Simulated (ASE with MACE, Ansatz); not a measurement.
# Binding curve of Cu(111) on W(110), film 4.2 Å thick (38 atoms)

The cell holds 38 atoms: 20 W and 18 Cu. Its edges and angles: a = 5.282 Å, b = 6.942 Å, c = 27.154 Å, α = 90.0°, β = 90.0°, γ = 102.0°. It derives from W and Cu (W). The starting structure: Cu(111) slab, 3 repeats (4.2 Å between outer planes), strained in the plane by up to 3.3 % to a cell of 36 Å^2 of W(110) (4 repeats); 14 Å of vacuum, lowest layers held; starting gap 2.2 Å. Of 4 lateral registries the lowest after a short relaxation was kept. Relaxed with the MACE-MP-0b2 potential. Lattice constants are starting values near those of PBE. Regions: W, 20 atoms (20 W); Cu, 18 atoms (18 Cu). Vacuum lies along c.

Calculated with Ansatz 0.2.0: Kohn-Sham DFT, PBE, PAW (set soft_2), plane waves; cutoff 420 eV, k-mesh 4×3×1, fermi-dirac smearing of 0.1 eV. The upper part (Cu) is moved rigidly along the normal by z from its relaxed place. Energies are the whole cell less its two frozen parts, over the face of 35.87 Å².

| shift z (Å) | interaction energy (meV/Å²) |
| --- | --- |
| -0.2 | -190.9 |
| +0.0 | -211.2 |
| +0.3 | -186.3 |
| +0.6 | -141.2 |
| +1.0 | ? |
| +1.6 | -35.76 |
| +2.4 | -9.154 |
| +3.5 | -1.320 |

**Question.** Fit the universal binding curve to the rows given and interpolate to the withheld row.

Worked fit:

The universal binding curve is E(z) = −D (1 + z/l) exp(−z/l), whose curvature at z = 0 is D/l². The depth is D = 211.2 meV/Å². A parabola through the rows at −0.2, 0 and +0.3 Å has the curvature 2 {[E(0.3) − E(0)]/0.3 + [E(−0.2) − E(0)]/0.2} / 0.5 = 737.5 meV/Å⁴, so l = √(D / curvature) = 0.535 Å. At z = 1 Å, z/l = 1.869.

Prediction at +1.0: -93.50 meV/Å². The run gave -86.59 meV/Å², so the fit is low by 6.9 meV/Å² (8.0 % of the value).

The curve's steepest slope, D/(e l) at z = l, is 23.3 GPa, an estimate of the stress that rigid separation needs. Among the rows given, the largest miss of the fit is at +1.6, by 6.6 meV/Å² (3.2 % of the range of the table).

Limits: The parts are rigid, and they also feel their periodic images through the vacuum. The functional has no dispersion term.

[Hosts, paths, dates, database ids (printed as entryN), source tags and the programs' standing remarks are cut or masked in the printed files.]
